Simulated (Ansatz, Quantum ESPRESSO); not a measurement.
# Cl on fcc sites of Rh(111): the work function of the upper face at a withheld member of a series

How the rows were computed: Quantum ESPRESSO 7.5, PBE, GBRV ultrasoft. Slabs of 3 layers, covered on the upper face; adsorbates and the top layer relax in a periodic cell, the rest is held (the clean slab relaxes both outer layers); a run under open boundaries (ESM, bc1) gives both vacuum levels. Cells of one to 9 surface sites carry the coverages, on meshes of like density; cold smearing of 0.02 Ry. The slabs take the lattice constants of the bulk relaxed by the same program. The series steps the coverage.

```
 coverage  work function of the upper face (eV)
     0 ML                                5.0812
0.1111 ML                                5.0502
0.1667 ML                                5.0195
  0.25 ML                                5.0151
0.3333 ML                                5.0998
   0.5 ML                                5.1369
0.6667 ML                                5.1545
  0.75 ML                                5.1285
```

To predict: What is the work function of the upper face at 1 ML?

**Worked estimate.** The rows at 0.6667 ML and 0.75 ML give a slope of (5.1285 − (5.1545))/(0.75 − (0.6667)) = −0.3121, so a straight line gives 5.0505 eV. A parabola through these and the row at 0.5 ML gives 4.9112 eV.

**The withheld run.** 5.1365 eV. The line misses by −0.0860 and the parabola by −0.2253 eV. The line does better here.

**Limits.** Thin slabs, one site and one ordered pattern a coverage; no reconstruction or subsurface sites; meshes differ a little between cells.

[Logs are printed without paths, hosts, clocks, repeated set-up lines and the standing remarks that a program may print on its own settings, such as how far it seeks lower states.]
